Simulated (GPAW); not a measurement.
# Work function of Li/Al(100) at several levels, part 3 of 3

How far do functional and basis move the work function of Li/Al(100)?

GPAW 26.7.0; GPAW, PAW setups; slab in vacuum, relaxation (the session's first sound run).

So far, upper work function (eV): step 2 (relaxation, PBE, GPAW) 3.73; step 4 (self-consistent run: xc = "revPBE") 3.68; step 5 (self-consistent run: xc = "vdW-DF2", GPAW, PAW setups, GPAW) 3.87; step 6 (self-consistent run: xc = "RPBE") 3.68; step 7 (OptPBE vdW: xc = "optPBE-vdW", GPAW, PAW setups, GPAW) 3.82.

### Step 8. Self-consistent run: xc = "LDA"

The same geometry under LDA, to see how far the functional moves the levels against the vacuum.

run.py reads:

```python
import json
import numpy as np
from ase import Atoms
from gpaw import GPAW, PW

slab = Atoms(
    ['Al', 'Al', 'Al', 'Al', 'Li'],
    positions=[
        [1.43189, 1.43189, 9.00000],
        [0.00000, 0.00000, 11.02500],
        [1.43189, 1.43189, 13.08023],
        [0.00000, 0.00000, 15.13047],
        [1.43189, 0.00000, 17.48545]],
    cell=[[2.86378, 0.0, 0.0], [0.0, 2.86378, 0.0], [0.0, 0.0, 26.26253]],
    pbc=[True, True, False])

slab.calc = GPAW(mode=PW(400), xc='LDA', kpts={'size': (11, 11, 1), 'gamma': True},
                 occupations={'name': 'fermi-dirac', 'width': 0.1}, nbands='300%',
                 convergence={'density': 1e-05}, maxiter=200,
                 poissonsolver={'dipolelayer': 'xy'},
                 symmetry={'tolerance': 1e-3}, txt='slab.txt')
result = {}
energy = slab.get_potential_energy()
fermi = slab.calc.get_fermi_level()
v = slab.calc.get_electrostatic_potential().mean((0, 1)) - fermi
n = slab.calc.get_pseudo_density().mean((0, 1))
L = slab.cell[2, 2]
z = np.arange(len(v)) * L / len(v)
low, high = slab.positions[:, 2].min(), slab.positions[:, 2].max()
below, above = np.interp([low - 6.8, high + 6.8], z, v)
slopes = [np.interp(x, z, np.gradient(v, z)) for x in (low - 6.8, high + 6.8)]
eps = np.array([[slab.calc.get_eigenvalues(k, s) for k in range(len(slab.calc.get_ibz_k_points()))]
                for s in range(slab.calc.get_number_of_spins())]) - fermi
top, bottom = eps[eps < 0].max(), eps[eps > 0].min()
dipole = slab.get_dipole_moment()[2]
print(f'energy {energy:.4f} eV, Fermi level {fermi:.4f} eV, dipole {dipole:.5f} e A')
print(f'potential 6.8 A off the faces, from the Fermi level: lower {below:.4f} eV, upper {above:.4f} eV')
print(f'slope of the potential there: lower {slopes[0]:.5f}, upper {slopes[1]:.5f} eV/A')
print(f'nearest levels on the mesh: {top:.4f} and {bottom:.4f} eV')
print('magnetic moment', round(slab.get_magnetic_moment(), 3))
result.update(energy=energy, fermi=fermi, dipole=dipole, below=below, above=above, slopes=slopes, edges=[top, bottom],
              z=z.tolist(), v=v.tolist(), n=n.tolist(), positions=slab.positions.tolist(),
              forces=slab.get_forces(apply_constraint=False).tolist(), moments=slab.get_magnetic_moments().tolist())
json.dump(result, open('result.json', 'w'))
```

Started as:

```
OMP_NUM_THREADS=1 OPENBLAS_NUM_THREADS=1 python run.py
```

What it wrote:

```text
energy -17.6904 eV, Fermi level -0.2497 eV, dipole 0.03046 e A
potential 6.8 A off the faces, from the Fermi level: lower 4.4797 eV, upper 3.8073 eV
slope of the potential there: lower -0.00005, upper 0.00005 eV/A
nearest levels on the mesh: -0.0243 and 0.0003 eV
magnetic moment 0.0
```

Wall time 1.9 min (1 thread of Arm Neoverse N1, shared host); peak memory 0.23 GiB.

This step gave:

- dipole along the normal: 0.03046 e·Å
- levels nearest the Fermi level on the mesh: -0.02429, 3.34e-4 eV from the Fermi level
- upper work function: 3.807 eV
- lower work function: 4.480 eV

Table of electrostatic potential energy of an electron (without an applied field's), less the Fermi level, planar mean by z:

```
z (Å)  electrostatic potential energy of an electron (without an applied field's), less the Fermi level, planar mean (eV)
  0.0                                                                                                                4.14
  0.5                                                                                                                4.48
  1.0                                                                                                                4.48
  1.5                                                                                                                4.48
  2.0                                                                                                                4.48
  2.5                                                                                                                4.48
  3.0                                                                                                                4.48
  3.5                                                                                                                4.48
  4.0                                                                                                                4.48
  4.5                                                                                                                4.48
  5.0                                                                                                                4.48
  5.5                                                                                                                4.47
  6.0                                                                                                                4.45
  6.5                                                                                                                4.39
  7.0                                                                                                                4.14
  7.5                                                                                                                3.32
  8.0                                                                                                               0.746
  8.5                                                                                                               -5.92
  9.0                                                                                                               -13.0
  9.5                                                                                                               -6.38
 10.0                                                                                                               -1.87
 10.5                                                                                                               -5.98
 11.0                                                                                                               -13.1
 11.5                                                                                                               -6.82
 12.0                                                                                                               -1.65
 12.5                                                                                                               -5.02
 13.0                                                                                                               -12.9
 13.5                                                                                                               -7.84
 14.0                                                                                                               -1.88
 14.5                                                                                                               -4.33
 15.0                                                                                                               -12.4
 15.5                                                                                                               -8.43
 16.0                                                                                                              -0.605
 16.5                                                                                                                1.47
 17.0                                                                                                              -0.698
 17.5                                                                                                               -3.51
 18.0                                                                                                               -1.17
 18.5                                                                                                                1.37
 19.0                                                                                                                2.72
 19.5                                                                                                                3.36
 20.0                                                                                                                3.63
 20.5                                                                                                                3.74
 21.0                                                                                                                3.78
 21.5                                                                                                                3.80
 22.0                                                                                                                3.80
 22.5                                                                                                                3.81
 23.0                                                                                                                3.81
 23.5                                                                                                                3.81
 24.0                                                                                                                3.81
 24.5                                                                                                                3.81
 25.0                                                                                                                3.81
 25.5                                                                                                                3.81
 26.0                                                                                                                3.91
```

The upper face's work function is 3.807 eV, against 3.725 eV in the first plane-wave PBE run at this geometry.

### Step 9. Real-space grid: mode = "fd"

A real-space grid is a second complete basis, so it checks the plane-wave result.

run.py, as its differences from that of step 8:

```diff
@@ -3,3 +3,3 @@
 from ase import Atoms
-from gpaw import GPAW, PW
+from gpaw import GPAW
 
@@ -16,3 +16,3 @@
 
-slab.calc = GPAW(mode=PW(400), xc='LDA', kpts={'size': (11, 11, 1), 'gamma': True},
+slab.calc = GPAW(mode='fd', h=0.18, xc='PBE', kpts={'size': (11, 11, 1), 'gamma': True},
                  occupations={'name': 'fermi-dirac', 'width': 0.1}, nbands='300%',
```

What it wrote:

```text
energy -15.9495 eV, Fermi level -4.0289 eV, dipole 0.02751 e A
potential 6.8 A off the faces, from the Fermi level: lower 4.3324 eV, upper 3.7253 eV
slope of the potential there: lower -0.00000, upper 0.00004 eV/A
nearest levels on the mesh: -0.0215 and 0.0019 eV
magnetic moment 0.0
```

Run time: 7.2 min. Hardware: 1 thread; peak memory 0.75 GiB.

This step gave:

```
dipole along the normal                    : 0.02751 e·Å
levels nearest the Fermi level on the mesh : -0.02153, 0.001910 eV from the Fermi level
upper work function                        : 3.725 eV
lower work function                        : 4.332 eV
```

The upper face's work function is 3.725 eV, against 3.725 eV in the first plane-wave PBE run at this geometry.

### Step 10. Atomic orbitals: mode = "lcao"

Atom-centred orbitals end a few angstrom from the surface, which tests how much the density's tail matters.

run.py, as its differences from that of step 9:

```diff
@@ -16,4 +16,4 @@
 
-slab.calc = GPAW(mode='fd', h=0.18, xc='PBE', kpts={'size': (11, 11, 1), 'gamma': True},
-                 occupations={'name': 'fermi-dirac', 'width': 0.1}, nbands='300%',
+slab.calc = GPAW(mode='lcao', basis='dzp', h=0.18, xc='PBE', kpts={'size': (11, 11, 1), 'gamma': True},
+                 occupations={'name': 'fermi-dirac', 'width': 0.1}, nbands='120%',
                  convergence={'density': 1e-05}, maxiter=200,
```

What it wrote:

```text
energy -15.5683 eV, Fermi level -3.8994 eV, dipole 0.03683 e A
potential 6.8 A off the faces, from the Fermi level: lower 4.3057 eV, upper 3.4931 eV
slope of the potential there: lower -0.00000, upper -0.00000 eV/A
nearest levels on the mesh: -0.0049 and 0.0029 eV
magnetic moment 0.0
```

The job ended after 24 min (1 thread; peak memory 0.32 GiB).

This step gave:

* dipole along the normal: 0.03683 e·Å
* levels nearest the Fermi level on the mesh: -0.004934, 0.002917 eV from the Fermi level
* upper work function: 3.493 eV
* lower work function: 4.306 eV

The upper face's work function is 3.493 eV, against 3.725 eV in the first plane-wave PBE run at this geometry.

### Step 11. All levels side by side

Times are for 1 thread of Arm Neoverse N1, shared host. The series side by side:

```
no.         run  upper work function (eV)  lower work function (eV)     time  memory (GiB)
  1          pw                     3.725                     4.333  1.9 min          0.23
  2      revPBE                     3.675                     4.269  1.9 min          0.23
  3     vdW DF2                     3.874                     4.497  4.6 min          0.36
  4        RPBE                     3.680                     4.269  1.9 min          0.23
  5  optPBE vdW                     3.820                     4.458  2.3 min          0.36
  6         LDA                     3.807                     4.480  1.9 min          0.23
  7          fd                     3.725                     4.332  7.2 min          0.75
  8        lcao                     3.493                     4.306   24 min          0.32
```

### Step 12. Side by side

Results and costs are gathered.

This step: comparison of work functions, dipole and cost (GPAW 26.7.0).

Ladder, by row:

```
      step  code  work function, upper (eV)  work function, lower (eV)  dipole (e Å)  wall time (s)  peak memory (GiB)  threads
        pw  GPAW                      3.725                      4.333        0.0275          114.7               0.23        1
    revPBE  GPAW                      3.675                      4.269        0.0269          113.3               0.23        1
   vdW-DF2  GPAW                      3.874                      4.497       0.02819          277.5               0.36        1
      RPBE  GPAW                       3.68                      4.269       0.02666          112.7               0.23        1
optPBE-vdW  GPAW                       3.82                      4.458       0.02891          137.7               0.36        1
       LDA  GPAW                      3.807                       4.48       0.03046          111.1               0.23        1
        fd  GPAW                      3.725                      4.332       0.02751          430.8               0.75        1
      lcao  GPAW                      3.493                      4.306       0.03683           1410               0.32        1
```

### Step 13. Outcome

| Property | Result |
| --- | --- |
| work function, upper and lower face | 3.725 and 4.333 eV |
| dipole along the normal | 0.0275 e Å |

What this shows: With plane waves and PBE the work function is 3.73 eV on the upper face and 4.33 eV on the lower. The two faces differ by 0.61 eV, the step that the slab's dipole makes (e p/(ε0 A) gives 0.61 eV), so the dipole layer is needed. Over the sound runs of the table the upper face's work function spans 3.493 (lcao) to 3.874 eV (vdW-DF2). Atomic orbitals miss the plane-wave value by -0.23 eV, since they describe the tail of the density in the vacuum poorly. The cell of 8.20 Å² holds one Li, started on one chosen site; other sites and coverages weren't tried. The in-plane lattice was kept as typed, which isn't the functional's own and leaves some strain; spin-orbit coupling and temperature are left out.

[Logs are printed without paths, hosts, clocks, repeated set-up lines and the standing remarks that a program may print on its own settings, such as how far it seeks lower states.]

[Hosts, paths, dates, database ids (printed as entryN), source tags and the programs' standing remarks are cut or masked in the printed files.]
